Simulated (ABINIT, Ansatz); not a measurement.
**Lattice dynamics of H4C (I-43m) in two programs**

How does H4C (I-43m) vibrate, and is this structure a minimum?

Main program and level: ABINIT 10.8.3; DFT LDA, scalar-relativistic, plane waves, PseudoDojo norm-conserving pseudopotentials.

### Step 1. Set-up

The structure is cubic, space group I-43m (No. 217). The conventional cell has a = 4.256 Å, b = 4.256 Å, c = 4.256 Å, α = 90.00°, β = 90.00°, γ = 90.00°. Nearest to H lie 1 C at 1.10 Å. Nearest to C lie 4 H at 1.10 Å. Farther neighbours are not listed.

Coordinates:

```cif
data_structure
_symmetry_space_group_name_H-M 'P 1'
_symmetry_Int_Tables_number 1
_cell_length_a 3.6856
_cell_length_b 3.6856
_cell_length_c 3.6856
_cell_angle_alpha 70.529
_cell_angle_beta 109.471
_cell_angle_gamma 70.529
_cell_volume 38.54
loop_
_atom_site_label
_atom_site_type_symbol
_atom_site_fract_x
_atom_site_fract_y
_atom_site_fract_z
_atom_site_occupancy
H1 H 0.00000 0.00000 0.29850 1
H2 H 0.00000 0.70150 0.00000 1
H3 H 0.70150 0.29850 0.70150 1
H4 H 0.29850 0.00000 0.00000 1
C5 C 0.00000 0.00000 0.00000 1
```

### Step 2. Relaxation

The harmonic expansion needs vanishing forces, and a free crystal bears no stress, so cell and atoms are brought to rest. Stress is more sensitive to the basis than forces are: the last 3 Ha under the cutoff are smoothed with ecutsm, and the cutoff is raised above that of the later runs.

The starting cell comes from a relaxation made beforehand in Ansatz (LDA, PseudoDojo NC).

The input, relax.abi:

```
# relaxation
ionmov 2
optcell 2
dilatmx 1.08
ntime 40
tolmxf 1.0d-05
tolvrs 1.0d-14
prtwf 0
prtden 0
chksymtnons 0

# basis, mesh and filling
ecut 46.0
ecutsm 3.0
ngkpt 8 8 8
nshiftk 1
shiftk 0.0 0.0 0.0
istwfk *1
occopt 1
nband 4
nstep 100
diemac 9.0
prtebands 0
prtgsr 0
useylm 1

# cell and atoms
acell 6.964804276 6.964804276 6.964804276
rprim 
    0.5773502692 0.5773502692 0.5773502692
    -0.5773502692 0.5773502692 0.5773502692
    -0.5773502692 -0.5773502692 0.5773502692
ntypat 2
znucl 1 6
natom 5
typat 1 1 1 1 2
xred 
    0.0 0.0 0.2985015971
    0.0 0.7014984029 0.0
    0.7014984029 0.2985015971 0.7014984029
    0.2985015971 0.0 0.0
    0.0 0.0 0.0
pp_dirpath "./pseudo"
pseudos "H.upf, C.upf"
```

Started as:

```console
$ OMP_NUM_THREADS=1 mpirun -n 4 abinit relax.abi > relax.log
```

Numbers of over 12 decimals in the logs are rounded to 6 here.

relax.abo, the main output file:

```text
[banners, grids, parts of the stress and lines that vanish by symmetry left out]
- input  file    -> relax.abi
- output file    -> relax.abo
- root for input  files -> relaxi
[...]
Symmetries : space group I-4 3 m (#217); Bravais cI (body-center cubic)
[...]
mpw =        4904          nfft =      110592          nkpt =          29
[...]
== DATASET  1 ==================================================================
[...]
cutoff_energies: {ecut:  46.0, pawecutdg:  -1.0, }
[...]
ETOT  1  -8.238664    -8.239E+00 8.847E-02 1.279E+03
 ETOT  2  -8.317787    -7.912E-02 2.614E-06 3.424E+02
 ETOT  3  -8.362078    -4.429E-02 2.028E-04 9.823E+00
 ETOT  4  -8.362908    -8.302E-04 3.909E-06 2.578E-02
 ETOT  5  -8.362909    -8.162E-07 6.132E-09 2.559E-04
[...]
At SCF step   10       vres2   =  4.70E-15 < tolvrs=  1.00E-14 =>converged.
[...]
sigma(1 1)=  1.22996959E-06  sigma(3 2)=  0.00000000E+00
  sigma(2 2)=  1.22996959E-06  sigma(3 1)=  0.00000000E+00
  sigma(3 3)=  1.22996959E-06  sigma(2 1)=  0.00000000E+00
[...]
convergence: {deltae: -6.413E-13, res2:  4.704E-15, residm:  1.191E-18, diffor: null, }
etotal    :  -8.36290894E+00
[...]
ETOT  1  -8.362909    -8.363E+00 9.822E-12 6.891E-04
[...]
At SCF step    7       vres2   =  4.00E-15 < tolvrs=  1.00E-14 =>converged.
[...]
sigma(1 1)=  8.58381693E-07  sigma(3 2)=  0.00000000E+00
  sigma(2 2)=  8.58381693E-07  sigma(3 1)=  0.00000000E+00
  sigma(3 3)=  8.58381693E-07  sigma(2 1)=  0.00000000E+00
[...]
convergence: {deltae:  1.616E-13, res2:  4.003E-15, residm:  2.555E-19, diffor: null, }
etotal    :  -8.36290897E+00
[...]
ETOT  1  -8.362909    -8.363E+00 7.401E-05 3.145E-03
[...]
At SCF step    8       vres2   =  1.17E-16 < tolvrs=  1.00E-14 =>converged.
[...]
sigma(1 1)=  2.18061540E-07  sigma(3 2)=  0.00000000E+00
  sigma(2 2)=  2.18061540E-07  sigma(3 1)=  0.00000000E+00
  sigma(3 3)=  2.18061540E-07  sigma(2 1)=  0.00000000E+00
[...]
convergence: {deltae:  2.025E-13, res2:  1.173E-16, residm:  5.509E-21, diffor: null, }
etotal    :  -8.36290901E+00
[...]
ETOT  1  -8.362909    -8.363E+00 3.361E-11 1.380E-03
[...]
At SCF step    8       vres2   =  2.68E-16 < tolvrs=  1.00E-14 =>converged.
[...]
sigma(1 1)= -3.81208676E-08  sigma(3 2)=  0.00000000E+00
  sigma(2 2)= -3.81208676E-08  sigma(3 1)=  0.00000000E+00
  sigma(3 3)= -3.81208676E-08  sigma(2 1)=  0.00000000E+00
[...]
convergence: {deltae: -7.461E-14, res2:  2.683E-16, residm:  1.443E-20, diffor: null, }
etotal    :  -8.36290903E+00
[...]
ETOT  1  -8.362907    -8.363E+00 2.325E-09 2.402E-02
[...]
sigma(1 1)= -7.12441126E-07  sigma(3 2)=  0.00000000E+00
  sigma(2 2)= -7.12441126E-07  sigma(3 1)=  0.00000000E+00
[...]
convergence: {deltae: -7.834E-13, res2:  9.077E-15, residm:  5.019E-19, diffor: null, }
etotal    :  -8.36290914E+00
[...]
ETOT  1  -8.362907    -8.363E+00 5.658E-03 3.364E-02
[...]
convergence: {deltae:  4.619E-13, res2:  4.636E-16, residm:  1.164E-19, diffor: null, }
etotal    :  -8.36290926E+00
[...]
ETOT  1  -8.362907    -8.363E+00 4.624E-10 2.510E-02
[...]
convergence: {deltae: -2.736E-13, res2:  4.373E-16, residm:  1.625E-19, diffor: null, }
etotal    :  -8.36290936E+00
[...]
ETOT  1  -8.362909    -8.363E+00 2.184E-09 3.439E-04
[...]
At SCF step    8       vres2   =  2.23E-15 < tolvrs=  1.00E-14 =>converged.
[...]
sigma(2 2)= -2.36920975E-07  sigma(3 1)=  0.00000000E+00
  sigma(3 3)= -2.36920975E-07  sigma(2 1)=  0.00000000E+00
[...]
convergence: {deltae: -2.771E-13, res2:  2.230E-15, residm:  1.978E-19, diffor: null, }
etotal    :  -8.36290939E+00
[...]
ETOT  1  -8.362909    -8.363E+00 1.187E-12 5.921E-04
[...]
ETOT  6  -8.362909    -1.243E-14 3.465E-17 1.200E-12
 ETOT  7  -8.362909     1.243E-13 3.194E-19 4.262E-15
 At SCF step    7       vres2   =  4.26E-15 < tolvrs=  1.00E-14 =>converged.
[...]
sigma(1 1)= -2.05939152E-08  sigma(3 2)=  0.00000000E+00
  sigma(2 2)= -2.05939152E-08  sigma(3 1)=  0.00000000E+00
  sigma(3 3)= -2.05939152E-08  sigma(2 1)=  0.00000000E+00
[...]
convergence: {deltae:  1.243E-13, res2:  4.262E-15, residm:  3.194E-19, diffor: null, }
etotal    :  -8.36290939E+00
[...]
At Broyd/MD step   9, gradients are converged :
[...]
sigma(1 1)= -2.05939152E-08  sigma(3 2)=  0.00000000E+00
  sigma(2 2)= -2.05939152E-08  sigma(3 1)=  0.00000000E+00
  sigma(3 3)= -2.05939152E-08  sigma(2 1)=  0.00000000E+00
[...]
- sigma(1 1)= -6.05893904E-04  sigma(3 2)=  0.00000000E+00
- sigma(2 2)= -6.05893904E-04  sigma(3 1)=  0.00000000E+00
- sigma(3 3)= -6.05893904E-04  sigma(2 1)=  0.00000000E+00
[...]
fcart     -4.6793750720E-07 -4.6793750720E-07  4.6793750720E-07
           strten     -2.0593915226E-08 -2.0593915226E-08 -2.0593915226E-08
================================================================================

[key lines of the parts left out:]
pressure_GPa:   6.0589E-04
Total energy (etotal) [Ha]= -8.36290939393305E+00
```

The job ended after 29 s (4 MPI ranks of Arm Neoverse V2, shared host; 1.9 min of CPU time).

Relaxation path:

```csv
step,energy less that of the first step (eV),largest force (eV/Å),volume (Å³)
1,0.0000,0.0013,38.54
2,0.0000,0.0004,38.54
3,0.0000,0.0032,38.53
4,0.0000,0.0042,38.52
5,0.0000,0.0063,38.48
6,0.0000,0.0064,38.44
7,0.0000,0.0037,38.40
8,0.0000,0.0009,38.39
9,0.0000,0.0000,38.40
```

```
conventional cell, symmetrised  before  after  change
                         a (Å)   4.256  4.251  -0.1 %
                         b (Å)   4.256  4.251  -0.1 %
                         c (Å)   4.256  4.251  -0.1 %
              volume (Å³/atom)    7.71   7.68  -0.4 %
```

The relaxed structure:

```xyz
5
Lattice="2.1253 2.1253 2.1253 -2.1253 2.1253 2.1253 -2.1253 -2.1253 2.1253" Properties=species:S:1:pos:R:3 pbc="T T T"
H    -0.6351   -0.6351    0.6351
H    -1.4902    1.4902    1.4902
H    -0.6351    0.6351    3.6155
H     0.6351    0.6351    0.6351
C     0.0000    0.0000    0.0000
```

Numbers from this step:

| Quantity | Value |
| --- | --- |
| volume per atom | 7.680 Å³ |
| pressure | 6.06e-4 GPa |

The volume changes by -0.4 % from the cell with which this run began.

### Step 3. Ground state

The response is built on these wavefunctions, so the potential is converged far more tightly than an energy would need. The mesh is shifted off Γ, since shifted meshes converge sums over the zone faster.

The input, gs.abi:

```
# ground state
tolvrs 1.0d-16
prtden 1
prtwf 1
prtpot 1

# basis, mesh and filling
ecut 37.0
ngkpt 8 8 8
nshiftk 1
shiftk 0.5 0.5 0.5
istwfk *1
occopt 1
nband 4
nstep 100
diemac 9.0
prtebands 0
prtgsr 0
useylm 1

# cell and atoms
acell 6.956343739 6.956343739 6.956343739
rprim 
    0.5773502692 0.5773502692 0.5773502692
    -0.5773502692 0.5773502692 0.5773502692
    -0.5773502692 -0.5773502692 0.5773502692
ntypat 2
znucl 1 6
natom 5
typat 1 1 1 1 2
xred 
    0.0 0.0 0.2988472981
    0.0 0.7011527019 0.0
    0.7011527019 0.2988472981 0.7011527019
    0.2988472981 0.0 0.0
    0.0 0.0 0.0
pp_dirpath "./pseudo"
pseudos "H.upf, C.upf"
```

Started as:

```console
$ OMP_NUM_THREADS=1 mpirun -n 4 abinit gs.abi > gs.log
```

gs.abo, the main output file:

```text
[banners, grids, parts of the stress and lines that vanish by symmetry left out]
- input  file    -> gs.abi
- output file    -> gs.abo
- root for input  files -> gsi
[...]
Symmetries : space group I-4 3 m (#217); Bravais cI (body-center cubic)
[...]
mpw =        2811          nfft =       64000          nkpt =          26
[...]
== DATASET  1 ==================================================================
[...]
cutoff_energies: {ecut:  37.0, pawecutdg:  -1.0, }
[...]
ETOT  1  -8.234251    -8.234E+00 3.651E-02 7.695E+02
 ETOT  2  -8.311424    -7.717E-02 1.296E-06 2.271E+02
 ETOT  3  -8.362090    -5.067E-02 2.132E-04 4.807E+00
 ETOT  4  -8.362741    -6.504E-04 2.835E-06 1.735E-02
 ETOT  5  -8.362741    -5.660E-07 5.343E-09 1.347E-04
[...]
ETOT 10  -8.362741    -4.849E-13 7.529E-19 5.914E-16
 ETOT 11  -8.362741    -3.730E-13 4.406E-21 3.794E-18
 At SCF step   11       vres2   =  3.79E-18 < tolvrs=  1.00E-16 =>converged.
[...]
sigma(1 1)=  6.74821535E-06  sigma(3 2)=  0.00000000E+00
  sigma(2 2)=  6.74821535E-06  sigma(3 1)=  0.00000000E+00
  sigma(3 3)=  6.74821535E-06  sigma(2 1)=  0.00000000E+00
[...]
convergence: {deltae: -3.730E-13, res2:  3.794E-18, residm:  4.406E-21, diffor: null, }
etotal    :  -8.36274122E+00
[...]
sigma(1 1)=  6.74821535E-06  sigma(3 2)=  0.00000000E+00
  sigma(2 2)=  6.74821535E-06  sigma(3 1)=  0.00000000E+00
  sigma(3 3)=  6.74821535E-06  sigma(2 1)=  0.00000000E+00
[...]
- sigma(1 1)=  1.98539350E-01  sigma(3 2)=  0.00000000E+00
- sigma(2 2)=  1.98539350E-01  sigma(3 1)=  0.00000000E+00
- sigma(3 3)=  1.98539350E-01  sigma(2 1)=  0.00000000E+00
[...]
fcart     -1.9570513464E-05 -1.9570513464E-05  1.9570513464E-05
           strten      6.7482153486E-06  6.7482153486E-06  6.7482153486E-06
================================================================================

[key lines of the parts left out:]
pressure_GPa:  -1.9854E-01
```

Run time: 3.6 s. Hardware: 4 MPI ranks; 14 s of CPU time.

Numbers from this step:

| Item | Value |
| --- | --- |
| pressure | -0.1985 GPa |

The cell stands at -0.20 GPa: the relaxation ran with a smoothed and higher cutoff and on another k mesh.

### Step 4. The gap at rest

Empty bands on the ground state's density check that the gap assumed so far is there in this cell.

The input, gap.abi:

```
# empty bands on the ground state's density
iscf -2
getden_filepath "gso_DEN"
tolwfr 1.0d-12
nbdbuf 2
prtwf 0

# basis, mesh and filling
ecut 37.0
ngkpt 8 8 8
nshiftk 1
shiftk 0.0 0.0 0.0
istwfk *1
occopt 1
nband 8
nstep 100
diemac 9.0
prtebands 0
prtgsr 0
useylm 1

# cell and atoms
acell 6.956343739 6.956343739 6.956343739
rprim 
    0.5773502692 0.5773502692 0.5773502692
    -0.5773502692 0.5773502692 0.5773502692
    -0.5773502692 -0.5773502692 0.5773502692
ntypat 2
znucl 1 6
natom 5
typat 1 1 1 1 2
xred 
    0.0 0.0 0.2988472981
    0.0 0.7011527019 0.0
    0.7011527019 0.2988472981 0.7011527019
    0.2988472981 0.0 0.0
    0.0 0.0 0.0
pp_dirpath "./pseudo"
pseudos "H.upf, C.upf"
```

Started as:

```console
$ OMP_NUM_THREADS=1 mpirun -n 4 abinit gap.abi > gap.log
```

gap.abo, the main output file:

```text
[banners, grids, parts of the stress and lines that vanish by symmetry left out]
- input  file    -> gap.abi
- output file    -> gap.abo
- root for input  files -> gapi
[...]
Symmetries : space group I-4 3 m (#217); Bravais cI (body-center cubic)
[...]
mpw =        2808          nfft =       64000          nkpt =          29
[...]
== DATASET  1 ==================================================================
[...]
cutoff_energies: {ecut:  37.0, pawecutdg:  -1.0, }
[...]
-outvars: echo values of variables after computation
            acell      6.9563437390E+00  6.9563437390E+00  6.9563437390E+00 Bohr
================================================================================
```

The job ended after 3.3 s (4 MPI ranks; 13 s of CPU time).

Numbers from this step:

- gap on the k-mesh: 7.592 eV

In this cell the gap on the mesh is 7.6 eV, direct, so fixed occupations hold.

### Step 5. Linear response at Γ

The derivative of the wavefunctions by k comes first, since the response to a field is built on it; then the field and the displacements that symmetry doesn't supply are solved at q = 0.

It reads the wavefunctions written in step 3.

The input, dfpt_gamma.abi:

```
ndtset 2

# common to the responses
getwfk_filepath "gso_WFK"
kptopt 2
nqpt 1
qpt 0.0 0.0 0.0
asr 0
chneut 0

# d/dk
rfelfd1 2
rfdir1 1 1 1
iscf1 -3
tolwfr1 1.0d-20

# displacements, field
rfphon2 1
rfatpol2 1 5
rfdir2 1 1 1
rfelfd2 3
getddk2 1
tolvrs2 1.0d-10
prtwf2 0
prtpot2 1

# basis, mesh and filling
ecut 37.0
ngkpt 8 8 8
nshiftk 1
shiftk 0.5 0.5 0.5
istwfk *1
occopt 1
nband 4
nstep 100
diemac 9.0
prtebands 0
prtgsr 0
useylm 1

# cell and atoms
acell 6.956343739 6.956343739 6.956343739
rprim 
    0.5773502692 0.5773502692 0.5773502692
    -0.5773502692 0.5773502692 0.5773502692
    -0.5773502692 -0.5773502692 0.5773502692
ntypat 2
znucl 1 6
natom 5
typat 1 1 1 1 2
xred 
    0.0 0.0 0.2988472981
    0.0 0.7011527019 0.0
    0.7011527019 0.2988472981 0.7011527019
    0.2988472981 0.0 0.0
    0.0 0.0 0.0
pp_dirpath "./pseudo"
pseudos "H.upf, C.upf"
```

Started as:

```console
$ OMP_NUM_THREADS=1 mpirun -n 4 abinit dfpt_gamma.abi > dfpt_gamma.log
```

dfpt_gamma.abo, the main output file:

```text
[banners, grids, parts of the stress and lines that vanish by symmetry left out]
- input  file    -> dfpt_gamma.abi
- output file    -> dfpt_gamma.abo
- root for input  files -> dfpt_gammai
[...]
DATASET    1 : space group I-4 3 m (#217); Bravais cI (body-center cubic)
[...]
nfft =       64000          nkpt =         256
[...]
DATASET    2 : space group I-4 3 m (#217); Bravais cI (body-center cubic)
[...]
nfft =       64000          nkpt =         256
[...]
== DATASET  1 ==================================================================
[...]
cutoff_energies: {ecut:  37.0, pawecutdg:  -1.0, }
[...]
-  6.00000   4.00000  180309                  znucl, zion, pspdat
[...]
Perturbation : derivative vs k along direction   1
[...]
-ETOT  1  -9.873435     -9.873E+00 3.430E-02 0.000E+00
 ETOT  2  -9.882534     -9.099E-03 5.027E-05 0.000E+00
 ETOT  3  -9.882546     -1.225E-05 2.299E-07 0.000E+00
 ETOT  4  -9.882546     -2.768E-08 4.748E-10 0.000E+00
 ETOT  5  -9.882546     -8.045E-11 5.701E-12 0.000E+00
[...]
At SCF step    9   max residual=  9.98E-21 < tolwfr=  1.00E-20 =>converged.
[...]
Perturbation : derivative vs k along direction   2
[...]
-ETOT  1  -9.873498     -9.873E+00 3.430E-02 0.000E+00
[...]
At SCF step    9   max residual=  9.98E-21 < tolwfr=  1.00E-20 =>converged.
[...]
Perturbation : derivative vs k along direction   3
[...]
-ETOT  1  -9.873435     -9.873E+00 3.430E-02 0.000E+00
[...]
At SCF step    9   max residual=  9.98E-21 < tolwfr=  1.00E-20 =>converged.
[...]
1        1       1.2872596616    0.0000000000
     1        2       0.4290865539   -0.0000000000
     1        3      -0.4290865538    0.0000000000
     2        1       0.4290865539   -0.0000000000
     2        2       1.2872596616    0.0000000000
     2        3       0.4290865539    0.0000000000
     3        1      -0.4290865538    0.0000000000
     3        2       0.4290865539    0.0000000000
     3        3       1.2872596616    0.0000000000
[...]
== DATASET  2 ==================================================================
[...]
cutoff_energies: {ecut:  37.0, pawecutdg:  -1.0, }
[...]
Perturbation : displacement of atom   1   along direction   1
[...]
-ETOT  1   3.723842     -4.995E+01 1.042E-01 1.250E+03
[...]
At SCF step   10       vres2   =  7.06E-11 < tolvrs=  1.00E-10 =>converged.
[...]
Perturbation : displacement of atom   1   along direction   3
[...]
-ETOT  1   18.078864279241     -5.274E+01 2.677E-01 7.311E+03
[...]
At SCF step   10       vres2   =  1.20E-11 < tolvrs=  1.00E-10 =>converged.
[...]
Perturbation : displacement of atom   5   along direction   1
[...]
-ETOT  1   26.540670313085     -8.419E+02 1.005E+00 9.783E+03
[...]
At SCF step   10       vres2   =  1.29E-11 < tolvrs=  1.00E-10 =>converged.
[...]
Perturbation : homogeneous electric field along direction   1
[...]
-ETOT  1  -28.168949013825     -2.817E+01 1.715E-01 9.149E+03
[...]
ETOT  8  -30.279528934702     -2.558E-12 1.348E-14 7.160E-10
 ETOT  9  -30.279528934702     -6.040E-14 3.000E-16 8.657E-12
 At SCF step    9       vres2   =  8.66E-12 < tolvrs=  1.00E-10 =>converged.
[...]
Dielectric tensor, in cartesian coordinates,
[...]
1    7   1    7         2.1999104619        -0.0000000000
   1    7   2    7        -0.0000000000        -0.0000000000
   1    7   3    7        -0.0000000000        -0.0000000000
   2    7   1    7        -0.0000000000        -0.0000000000
   2    7   2    7         2.1999104619        -0.0000000000
   2    7   3    7        -0.0000000000        -0.0000000000
   3    7   1    7        -0.0000000000        -0.0000000000
   3    7   2    7        -0.0000000000        -0.0000000000
   3    7   3    7         2.1999104619        -0.0000000000
  Effective charges, in cartesian coordinates,
[...]
1    1   1    7         0.0680401685         0.0000000000
   2    1   1    7        -0.0362329531         0.0000000000
   3    1   1    7         0.0362329531         0.0000000000
   1    2   1    7         0.0680401685         0.0000000000
   2    2   1    7         0.0362329531         0.0000000000
[...]
Effective charges, in cartesian coordinates,
[...]
2    7   1    5         0.0000000000         0.0000000000
   3    7   1    5         0.0000000000         0.0000000000
   1    7   2    5         0.0000000000         0.0000000000
   2    7   2    5        -0.2718989793         0.0000000000
   3    7   2    5        -0.0000000000         0.0000000000
   1    7   3    5         0.0000000000         0.0000000000
   2    7   3    5         0.0000000000         0.0000000000
   3    7   3    5        -0.2718989793         0.0000000000
  Phonon wavevector (reduced coordinates) :  0.00000  0.00000  0.00000
 Phonon energies in Hartree :
[...]
Phonon frequencies in cm-1    :
-  7.012496E-01  7.012498E-01  7.012502E-01  2.085472E+02  2.085472E+02
-  2.085472E+02  1.237032E+03  1.237032E+03  1.237032E+03  1.435369E+03
-  1.435369E+03  2.910002E+03  3.055016E+03  3.055016E+03  3.055016E+03
  Phonon at Gamma, with non-analyticity in the
[...]
Phonon energies in Hartree :
[...]
Phonon frequencies in cm-1    :
-  7.012496E-01  7.012498E-01  7.029988E-01  2.085472E+02  2.085472E+02
-  2.085472E+02  1.237032E+03  1.237032E+03  1.245191E+03  1.435369E+03
-  1.435369E+03  2.910002E+03  3.055016E+03  3.055016E+03  3.055033E+03
  Phonon at Gamma, with non-analyticity in the
[...]
Phonon energies in Hartree :
[...]
Phonon frequencies in cm-1    :
-  7.012496E-01  7.012502E-01  7.029983E-01  2.085472E+02  2.085472E+02
-  2.085472E+02  1.237032E+03  1.237032E+03  1.245191E+03  1.435369E+03
-  1.435369E+03  2.910002E+03  3.055016E+03  3.055016E+03  3.055033E+03
  Phonon at Gamma, with non-analyticity in the
[...]
Phonon energies in Hartree :
[...]
Phonon frequencies in cm-1    :
-  7.012498E-01  7.012502E-01  7.029981E-01  2.085472E+02  2.085472E+02
-  2.085472E+02  1.237032E+03  1.237032E+03  1.245191E+03  1.435369E+03
-  1.435369E+03  2.910002E+03  3.055016E+03  3.055016E+03  3.055033E+03
[...]
fcart2     0.0000000000E+00  0.0000000000E+00  0.0000000000E+00
           strten2     0.0000000000E+00  0.0000000000E+00  0.0000000000E+00
================================================================================
```

Run time: 80 s. Hardware: 4 MPI ranks; 5.3 min of CPU time.

This step gave:

* miss of the charge sum rule: 2.62e-4 e
* largest acoustic frequency at the zone centre before the sum rule: 0.7 cm⁻¹
* highest optical zone-centre mode (no LO-TO term): 3055 cm⁻¹
* lowest optical zone-centre mode: 208.6 cm⁻¹
* mean high-frequency dielectric constant: 2.200
* largest Born charge in size (third of the trace): 0.2719 e

Born charge (rows field, columns displacement), before the sum rule (e), principal values of the symmetric part by kind of site:

```csv
atom,atoms with these values,low,middle,high,mean
H1,4,-0.0044,0.1042,0.1042,0.0680
C5,1,-0.2719,-0.2719,-0.2719,-0.2719
```

In full for C5:

```
-0.2719  0.0000  0.0000
 0.0000 -0.2719  0.0000
 0.0000  0.0000 -0.2719
```

High-frequency dielectric tensor:

```
2.20 0.00 0.00
0.00 2.20 0.00
0.00 0.00 2.20
```

The acoustic modes at Γ come out as far as 0.7 cm⁻¹ from zero, where they should vanish, a small numerical error; the Born charges miss their sum rule by 2.6e-4 e, which is good.

[end of part 1 of 4]

[Host names and launcher messages were left out of these logs when they were recorded.]

[Logs are printed without paths, hosts, clocks, repeated set-up lines and the standing remarks that a program may print on its own settings, such as how far it seeks lower states.]

[Hosts, paths, dates, database ids (printed as entryN), source tags and the programs' standing remarks are cut or masked in the printed files.]
